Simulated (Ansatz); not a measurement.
## InF3 (R-3c): band gap by G0W0 on LDA

How far does one-shot GW move the LDA gap of InF3 (R-3c)?

Main program and level: Ansatz 0.2.0; LDA, then G0W0 on it, plane waves, PAW.

Report form: the programs' logs are mostly left out.

In doubt: masses and optical values from hybrid runs of this build are listed as unsure (in some of the runs), which bears on the screening that GW takes from such a start.

**1. Set-up**

The structure is trigonal, space group R-3c (No. 167). Conventional cell: a = 5.410 Å, b = 5.410 Å, c = 14.378 Å, α = 90.00°, β = 90.00°, γ = 120.00°. Nearest to In lie 6 F at 2.05 Å. F has 2 In at 2.05 Å nearest. Farther neighbours and most contacts between anions are not listed.

The cell and positions come from the Crystallography Open Database and are kept as given unless a step says otherwise.

The logs state that the PAW files were generated under PBE.

**2. The LDA band structure**

Levels along a band path and on the mesh show where this functional puts the band edges.

This step: DFT, LDA, plane waves, PAW; PAW set soft_1.

File input.yaml:

```yaml
crystal:
  lattice:
    - [2.70515, 1.5618190807, 4.7925]
    - [-2.70515, 1.5618190807, 4.7925]
    - [0.0, -3.1236381614, 4.7925]
  atoms:
    - { symbol: In, position: [0.0, 0.0, 0.0] }
    - { symbol: In, position: [0.5, 0.5, 0.5] }
    - { symbol: F, position: [0.8584, 0.6416, 0.25] }
    - { symbol: F, position: [0.25, 0.8584, 0.6416] }
    - { symbol: F, position: [0.6416, 0.25, 0.8584] }
    - { symbol: F, position: [0.1416, 0.3584, 0.75] }
    - { symbol: F, position: [0.75, 0.1416, 0.3584] }
    - { symbol: F, position: [0.3584, 0.75, 0.1416] }
kpoints:
  mp_grid: { grid: [6, 6, 6] }
  band_path:
    path:
      - [[0.0, 0.0, 0.0], [0.5, 0.5, 0.5], [0.76253126, 0.23746874, 0.5]]
      - [[0.5, -0.23746874, 0.23746874], [0.5, 0.0, 0.0], [0.0, 0.0, 0.0], [0.36873437, -0.36873437, 0.0]]
      - [[0.63126563, 0.0, 0.36873437], [0.5, 0.0, 0.5], [0.0, 0.0, 0.0]]
    npoints: 10
hamiltonian:
  xc: lda
  pseudopotentials: { kind: paw, azcp: { folder: soft_1 }, xc_functional: pbe }
scf:
  occupations: { method: fermi_dirac, width: 0.02 }
  n_extra_bands: 6
output:
  eigenvalues: true
  write_density: true
  write_potential: true
  elf: true
  volumetric_format: npy
```

Command:

```console
> ansatz run input.yaml --threads 4 --pin off --max-ram 138240MiB --backend cuda --events-out ev --progress --plain --runs-dir out --devices 1 --max-vram 26GiB
```

Wall time 6.9 s (1 × NVIDIA H100 80GB HBM3 (shared by 3 runs) with 4 threads of AMD EPYC 7R13 (Zen 3), shared host); peak memory 0.94 GiB; 4.1 s of CPU time.

This step gave:

* filled bands: 34
* gap: 4.240 eV
* valence top at: F
* conduction bottom at: Γ
* least direct gap: 4.276 eV

Over mesh and path the gap is 4.240 eV, from k = (0.500, 0.000, 0.500) to k = Γ. The least direct gap found is 4.276 eV, at k = Γ.

Electronic bands along the path, in eV, zero at the top of the highest nominally filled band:

```csv
point,band 31,band 32,band 33,band 34,band 35,band 36,band 37,band 38
Γ,-0.08,-0.08,-0.04,-0.04,4.24,10.18,10.78,11.45
halfway,-0.28,-0.28,-0.12,-0.12,5.05,8.75,11.47,11.47
T,-0.24,-0.24,-0.24,-0.24,6.81,6.81,11.55,11.55
halfway,-0.30,-0.30,-0.21,-0.21,7.15,7.15,10.73,10.73
H2,-0.30,-0.30,-0.14,-0.14,7.49,7.49,10.11,10.11
jump to H0,-0.30,-0.30,-0.14,-0.14,7.49,7.49,10.11,10.11
halfway,-0.31,-0.31,-0.18,-0.18,7.13,7.13,10.61,10.61
L,-0.29,-0.29,-0.21,-0.21,6.89,6.89,11.05,11.05
halfway,-0.28,-0.24,-0.14,-0.11,5.08,8.87,10.84,11.32
Γ,-0.08,-0.08,-0.04,-0.04,4.24,10.18,10.78,11.45
halfway,-0.36,-0.19,-0.18,-0.11,5.42,8.66,10.46,11.39
S0,-0.28,-0.26,-0.24,-0.10,7.19,7.67,9.95,10.78
jump to S2,-0.28,-0.26,-0.24,-0.10,7.19,7.67,9.95,10.78
halfway,-0.29,-0.28,-0.09,-0.05,6.93,8.35,9.79,10.69
F,-0.30,-0.29,-0.07,0.00,6.85,8.67,9.70,10.66
halfway,-0.35,-0.19,-0.12,-0.03,5.33,9.12,10.54,10.93
Γ,-0.08,-0.08,-0.04,-0.04,4.24,10.18,10.78,11.45
```

ELF in the ac plane of the conventional cell at fractional y = 0.000, with atoms of In and F within 0.2 Å of it. It is the smooth field of the valence electrons, not physical close to the nuclei.

Values, 24 rows by 15 columns, each cell a mean:
```
0.05 0.11 0.17 0.30 0.52 0.58 0.45 0.17 0.02 0.02 0.03 0.06 0.14 0.16 0.07
0.14 0.14 0.37 0.71 0.75 0.79 0.77 0.45 0.07 0.01 0.04 0.07 0.08 0.11 0.14
0.04 0.12 0.50 0.76 0.78 0.78 0.67 0.32 0.05 0.02 0.03 0.05 0.05 0.04 0.04
0.01 0.04 0.20 0.39 0.46 0.37 0.19 0.07 0.08 0.09 0.06 0.03 0.02 0.01 0.01
0.00 0.00 0.01 0.03 0.04 0.04 0.11 0.34 0.55 0.61 0.55 0.34 0.12 0.02 0.00
0.00 0.00 0.00 0.00 0.01 0.07 0.39 0.73 0.73 0.66 0.79 0.72 0.40 0.08 0.00
0.00 0.00 0.00 0.00 0.01 0.06 0.32 0.67 0.75 0.71 0.78 0.67 0.34 0.06 0.00
0.00 0.01 0.03 0.07 0.09 0.06 0.07 0.20 0.38 0.45 0.37 0.20 0.06 0.01 0.00
0.01 0.06 0.30 0.54 0.62 0.55 0.32 0.10 0.04 0.04 0.03 0.02 0.02 0.02 0.01
0.06 0.13 0.52 0.78 0.77 0.79 0.74 0.40 0.06 0.02 0.04 0.06 0.06 0.05 0.06
0.15 0.15 0.29 0.63 0.75 0.79 0.73 0.40 0.05 0.01 0.03 0.06 0.09 0.14 0.15
0.02 0.08 0.17 0.20 0.36 0.41 0.29 0.09 0.02 0.05 0.06 0.07 0.15 0.14 0.03
0.05 0.12 0.17 0.09 0.04 0.03 0.01 0.07 0.33 0.55 0.58 0.42 0.20 0.15 0.07
0.14 0.12 0.09 0.07 0.05 0.02 0.02 0.23 0.67 0.80 0.76 0.75 0.57 0.20 0.14
0.04 0.04 0.04 0.05 0.04 0.02 0.02 0.15 0.53 0.75 0.78 0.78 0.67 0.27 0.05
0.01 0.01 0.01 0.02 0.04 0.09 0.09 0.06 0.12 0.30 0.44 0.44 0.30 0.10 0.01
0.00 0.01 0.05 0.23 0.46 0.59 0.60 0.45 0.20 0.06 0.03 0.03 0.02 0.01 0.00
0.00 0.02 0.23 0.59 0.79 0.72 0.67 0.77 0.58 0.19 0.02 0.00 0.00 0.00 0.00
0.00 0.02 0.18 0.53 0.76 0.75 0.72 0.75 0.51 0.15 0.02 0.01 0.00 0.00 0.00
0.00 0.00 0.03 0.12 0.30 0.44 0.43 0.29 0.12 0.06 0.09 0.09 0.05 0.02 0.00
0.01 0.02 0.02 0.02 0.03 0.04 0.04 0.06 0.21 0.45 0.60 0.60 0.43 0.15 0.02
0.06 0.05 0.06 0.06 0.05 0.02 0.02 0.20 0.61 0.79 0.76 0.78 0.69 0.27 0.07
0.15 0.15 0.11 0.07 0.05 0.02 0.02 0.20 0.62 0.78 0.76 0.71 0.46 0.18 0.15
0.02 0.08 0.18 0.10 0.07 0.07 0.04 0.03 0.19 0.38 0.40 0.27 0.17 0.14 0.03
```
Columns run along a (5.4 Å), rows up along c (14.4 Å), edges of the conventional cell, whose origin can differ from the input's. Atoms in or near the plane, at fractional coordinates: In at (0.00, 0.50), In at (0.00, 0.00), F at (0.61, 0.75), F at (0.39, 0.25).

Valence density in the ac plane of the conventional cell at fractional y = 0.000, with atoms of In and F within 0.2 Å of it. It is the smooth field of the valence electrons, not physical close to the nuclei.

Ten steps, logarithmic in the rise over the least value, from '_' (0.00 × 1e0 e/Å³) to '@' (9.54 × 1e0 e/Å³), each cell a mean:
```
@@##++======::..______..--**%%
==--==**%%%%++::______....::==
__..--**%%##++::________....__
____..::::::........__________
____________..::==++--::______
____________::++@@@@%%==..____
____________::++%%@@##==..____
____________..::----::..______
____..--====::..______________
....--**@@%%++::________......
**++==**%%##==::______..::--++
@@%%++----::..______....--##@@
@@##==::..______..--======**%%
==--::..______..==##@@%%++--==
__....________..--**%%##==::..
____________......::--::..____
______..--====--..____________
______--**@@@@##--..__________
______::++%%@@**--..__________
________::----::....__________
______________..::--==--::..__
........______..==##@@%%++::..
**==::..______..--**%%##++==++
@@%%++::..______..::----==##@@
```
Columns run along a (5.4 Å), rows up along c (14.4 Å), edges of the conventional cell, whose origin can differ from the input's. Atoms in or near the plane, at fractional coordinates: In at (0.00, 0.50), In at (0.00, 0.00), F at (0.61, 0.75), F at (0.39, 0.25).

**3. G0W0 on the 4×4×4 mesh**

G0W0 replaces the xc potential by a self-energy built once from the orbitals of the start. Levels are corrected in the window of bands that the input names, at points of the mesh.

This step: G0W0 on LDA, plane waves, PAW.

File input.yaml:

```yaml
crystal:
  lattice:
    - [2.70515, 1.5618190807, 4.7925]
    - [-2.70515, 1.5618190807, 4.7925]
    - [0.0, -3.1236381614, 4.7925]
  atoms:
    - { symbol: In, position: [0.0, 0.0, 0.0] }
    - { symbol: In, position: [0.5, 0.5, 0.5] }
    - { symbol: F, position: [0.8584, 0.6416, 0.25] }
    - { symbol: F, position: [0.25, 0.8584, 0.6416] }
    - { symbol: F, position: [0.6416, 0.25, 0.8584] }
    - { symbol: F, position: [0.1416, 0.3584, 0.75] }
    - { symbol: F, position: [0.75, 0.1416, 0.3584] }
    - { symbol: F, position: [0.3584, 0.75, 0.1416] }
kpoints:
  mp_grid: { grid: [4, 4, 4] }
hamiltonian:
  xc: lda
  pseudopotentials: { kind: paw, source: ansatz }
scf:
  occupations: { method: fixed }
gw:
  n_empty_bands: 2043
  ecut_chi: 380
  qp_bands: [v2, c2]
  qp_kpoints: band_edges
  screening: { model: contour_deformation }
```

It took 4.7 min on 1 × NVIDIA H100 80GB HBM3 (shared by 3 runs) with 4 threads; peak memory 16 GiB.

This step gave:

```
bands summed                                    : 2085
RPA ε∞ on this mesh (eigenvalues)               : 2.254, 2.254, 2.301
plane waves in the screening matrix             : 2049
q-points in the mesh                            : 64
G0W0 gap over the corrected points              : 7.874 eV
k of the valence top                            : 0, 0.25, 0.25
k of the conduction bottom                      : 0, 0, 0
starting gap on the mesh                        : 4.236 eV
Z at the valence top                            : 0.7809
Z at the conduction bottom                      : 0.8564
least direct G0W0 gap over the corrected points : 7.881 eV
```

Over all 13 irreducible mesh points the G0W0 gap is 7.874 eV, from k = (0.000, 0.250, 0.250) to k = Γ. The LDA gap of this run on the mesh is 4.236 eV. Other states bound it: the two that bound the G0W0 gap lie 4.266 eV apart in LDA, so state for state the correction is 7.874 − 4.266 = +3.608 eV, while gap against gap it is 7.874 − 4.236 = +3.638 eV. The start of this run differs from the step before in mesh (6×6×6 and 4×4×4), files (soft_1 PAW and hard PAW) and plane-wave cutoff (420 eV and 1050 eV). The program marks 2 of the 52 corrected levels as in doubt (energies apart), neither edge state among them.

Labels follow the order of the start: v1 is the top filled band, c1 the lowest empty one; levels that stay degenerate share a row, the window can cut a multiplet, doubted levels are not marked in this list, bands outside the window were not corrected, and the list may be a part of the corrected levels. The levels before and after the correction (eV, zero at the valence-band top of each column):

```csv
,conduction bottom,valence top
Kohn-Sham,4.24,0.00
G0W0,7.87,0.00
```

```
                      level  occupation  energy (eV)
Kohn-Sham           Γ v2-v1           2       -0.038
Kohn-Sham              Γ c1           0        4.236
Kohn-Sham              Γ c2           0       10.189
Kohn-Sham  (0 0.25 0.25) v2           2       -0.118
Kohn-Sham  (0 0.25 0.25) v1           2       -0.030
Kohn-Sham  (0 0.25 0.25) c1           0        5.332
Kohn-Sham  (0 0.25 0.25) c2           0        9.122
     G0W0           Γ v2-v1           2       -0.007
     G0W0              Γ c1           0        7.874
     G0W0              Γ c2           0       14.390
     G0W0  (0 0.25 0.25) v2           2       -0.395
     G0W0  (0 0.25 0.25) v1           2        0.000
     G0W0  (0 0.25 0.25) c1           0        9.033
     G0W0  (0 0.25 0.25) c2           0       13.230
```

The parts of the quasiparticle energy for the two states that bound the G0W0 gap, in eV on the run's own scale (QP = start + Σx + Σc − Vxc, with Σc at the quasiparticle energy):

```csv
edge,k,band,start,Σx,Σc,Vxc,Z,QP
valence top,"(0.000, 0.250, 0.250)",42,1.417,−33.569,4.442,−27.002,0.781,−0.707
conduction bottom,Γ,43,5.683,−11.281,−3.569,−16.333,0.856,7.166
```

**4. Spin-orbit coupling**

This run has two-component orbitals with spin-orbit coupling.

This step: DFT, LDA with spin-orbit coupling, plane waves, PAW; PAW set soft_1.

Changes to input.yaml since step 3:

```diff
@@ -15,13 +15,24 @@
 kpoints:
-  mp_grid: { grid: [4, 4, 4] }
+  mp_grid: { grid: [6, 6, 6] }
+  band_path:
+    path:
+      - [0.0, 0.0, 0.0]
+      - [0.5, 0.5, 0.5]
+      - [0.76253126, 0.23746874, 0.5]
+      - [0.5, -0.23746874, 0.23746874]
+      - [0.5, 0.0, 0.0]
+      - [0.36873437, -0.36873437, 0.0]
+      - [0.63126563, 0.0, 0.36873437]
+      - [0.5, 0.0, 0.5]
+    npoints: 1
 hamiltonian:
   xc: lda
-  pseudopotentials: { kind: paw, source: ansatz }
+  pseudopotentials: { kind: paw_fr, azcp: { folder: soft_1 }, xc_functional: pbe }
 scf:
   occupations: { method: fixed }
-gw:
-  n_empty_bands: 2043
-  ecut_chi: 380
-  qp_bands: [v2, c2]
-  qp_kpoints: band_edges
-  screening: { model: contour_deformation }
+  n_extra_bands: 12
+magnetization:
+  noncollinear: true
+  spin_orbit: true
+output:
+  eigenvalues: true
```

Wall time 7.8 s (1 × NVIDIA H100 80GB HBM3 (shared by 3 runs) with 4 threads); peak memory 0.93 GiB.

This step gave:

```
gap                  : 4.239 eV
valence top at       : F
conduction bottom at : Γ
least direct gap     : 4.269 eV
```

Over mesh and listed points the gap is 4.239 eV, from k = (0.500, 0.000, 0.500) to k = Γ. The least direct gap found is 4.269 eV, at k = Γ. LDA+SOC against LDA: 4.239 − 4.240 = −0.001 eV, with the same mesh, set of files (read in its fully relativistic form for the spin-orbit run) and cutoff, and both edges at the same k points. The spin-orbit run sees mesh and listed points alone, so its gap is an upper bound: the coupling can move an edge off these points, and the change over the zone, its sign included where it is small, is not known.

**5. Side by side**

Each gap is the least one over the points named; times are wall times on shared hosts, not benchmarks. A G0W0 time includes the run's own self-consistent start. Runs with listed points see these and the mesh alone, so an edge that moves elsewhere is missed. Rows marked * are further runs, not shown as steps, whose inputs differ from the G0W0 step on the same start in the columns given; solver thresholds can differ too.

```csv
level,mesh,"files, cutoff","bands summed, screening",points,gap (eV),valence top,conduction bottom,least direct gap (eV),time
LDA,6×6×6,"soft_1 PAW, 420 eV",-,mesh and path,4.240,"(0.500, 0.000, 0.500)",Γ,4.276,6.9 s
LDA+SOC,6×6×6,"soft_1 PAW, 420 eV",-,mesh and listed points,4.239,"(0.500, 0.000, 0.500)",Γ,4.269,7.8 s
G0W0@LDA*,4×4×4,"hard PAW, 1050 eV","360, 110 eV",all 13 irreducible mesh points,7.490,"(0.000, 0.250, 0.250)",Γ,7.499,52 s
G0W0@LDA*,4×4×4,"hard PAW, 1050 eV","764, 190 eV",all 13 irreducible mesh points,7.651,"(0.000, 0.250, 0.250)",Γ,7.659,2.1 min
G0W0@LDA*,4×4×4,"hard PAW, 1050 eV","1265, 270 eV",all 13 irreducible mesh points,7.768,"(0.000, 0.250, 0.250)",Γ,7.776,3.3 min
G0W0@LDA,4×4×4,"hard PAW, 1050 eV","2085, 380 eV",all 13 irreducible mesh points,7.874,"(0.000, 0.250, 0.250)",Γ,7.881,4.7 min
G0W0@LDA*,6×6×6,"hard PAW, 1050 eV","360, 110 eV",all 32 irreducible mesh points,7.481,"(0.000, 0.167, 0.167)",Γ,7.492,6.5 min
```

**6. What came out**

```json
{"LDA gap over mesh and path": "4.240 eV, from k = (0.500, 0.000, 0.500) to k = Γ", "G0W0@LDA gap over all 13 irreducible mesh points": "7.874 eV, from k = (0.000, 0.250, 0.250) to k = Γ", "LDA+SOC gap over mesh and listed points": "4.239 eV", "GW settings": "4×4×4 mesh, 2043 empty bands, screening to 380 eV, hard PAW files", "known limits": "finite bands, screening cutoff and k mesh; no spin-orbit coupling in G0W0; d shells not analysed"}
```

In words: Over all 13 irreducible mesh points the G0W0 gap is 7.874 eV, from k = (0.000, 0.250, 0.250) to k = Γ. The LDA gap of this run on the mesh is 4.236 eV. Other states bound it: the two that bound the G0W0 gap lie 4.266 eV apart in LDA, so state for state the correction is 7.874 − 4.266 = +3.608 eV, while gap against gap it is 7.874 − 4.236 = +3.638 eV. The valence state moves by −0.707 − 1.417 = −2.124 eV and the conduction state by 7.166 − 5.683 = +1.483 eV, on the run's own scale; with 360 bands the edge states move by −1.521 and +1.703 eV, so the split between the edges depends on the bands and cutoff. Both edges that LDA shows over mesh and path lie at k points where levels were corrected. G0W0 has the valence top at another k point than that. Levels at other points were not corrected, so a lower G0W0 gap elsewhere in the zone is not ruled out. From 360 bands and 110 eV to 2085 bands and 380 eV the gap moves by 7.874 − 7.490 = +0.384 eV (rung by rung 7.490, 7.651, 7.768, 7.874 eV); bands and screening cutoff rise together, so their parts are not told apart. A line in one over the bands through the two highest rungs gives 7.874 + (7.874 − 7.768) × 1265 / (2085 − 1265) = 8.038 eV, and through the pair below 7.768 + (7.768 − 7.651) × 764 / (1265 − 764) = 7.946 eV. The two differ by 0.092 eV, not under the 0.030 eV asked, so the law does not hold well over these rungs and the limit is not known. With the 6×6×6 mesh in place of the 4×4×4 mesh and all else as in the G0W0@LDA row with 360 bands, the gap differs by 7.481 − 7.490 = −0.009 eV, and that of the start by 4.236 − 4.236 = +0.000 eV; an edge lies at another k point, so this need not be the shift of one pair of states. G0W0 on other starts in this series, not shown as steps and not all at these settings: 8.784 eV on HSE06 (4×4×4, hard PAW, 764 bands, 190 eV) and 8.996 eV on PBE0 (4×4×4, hard PAW, 764 bands, 190 eV). LDA+SOC against LDA: 4.239 − 4.240 = −0.001 eV, with the same mesh, set of files (read in its fully relativistic form for the spin-orbit run) and cutoff, and both edges at the same k points. The spin-orbit run sees mesh and listed points alone, so its gap is an upper bound: the coupling can move an edge off these points, and the change over the zone, its sign included where it is small, is not known. What spin-orbit coupling does to the G0W0 levels was not computed, so no sum with the G0W0 gap is formed. For the G0W0 step: the program marks 2 of the 52 corrected levels as in doubt (energies apart), neither edge state among them. The G0W0 runs are scalar-relativistic. One-shot GW is known to converge slowly in bands for compounds with shallow d shells. The cell holds In; the filling of the d shell and its place against the gap were not analysed here. G0W0 is shown with one set of atomic data (hard PAW), so the error from the files is not known here.

[Paths, hosts, dates, memory and timing lines, banners, echoed tables and standing remarks are left out of the program output.]

[Logs are printed without paths, hosts, clocks, repeated set-up lines and the standing remarks that a program may print on its own settings, such as how far it seeks lower states.]

[Runs of the session that timed out or met a known fault of the program may be left out.]

[Cells called generated may have been cut or substituted from an entry of the Crystallography Open Database or the Materials Project.]

[Hosts, paths, dates, database ids (printed as entryN), source tags and the programs' standing remarks are cut or masked in the printed files.]

[Where an RPA ε∞ is given, it is that of the G0W0 mesh and is not shown converged in it. Names of k-points follow the symmetry that the program found, which can be lower than the space group named. Band edges on a path are those of the sampled points; other points can move an edge, and change direct to indirect where valleys lie close.]

[Hybrid gaps are those of their k-mesh and are not shown converged in it.]
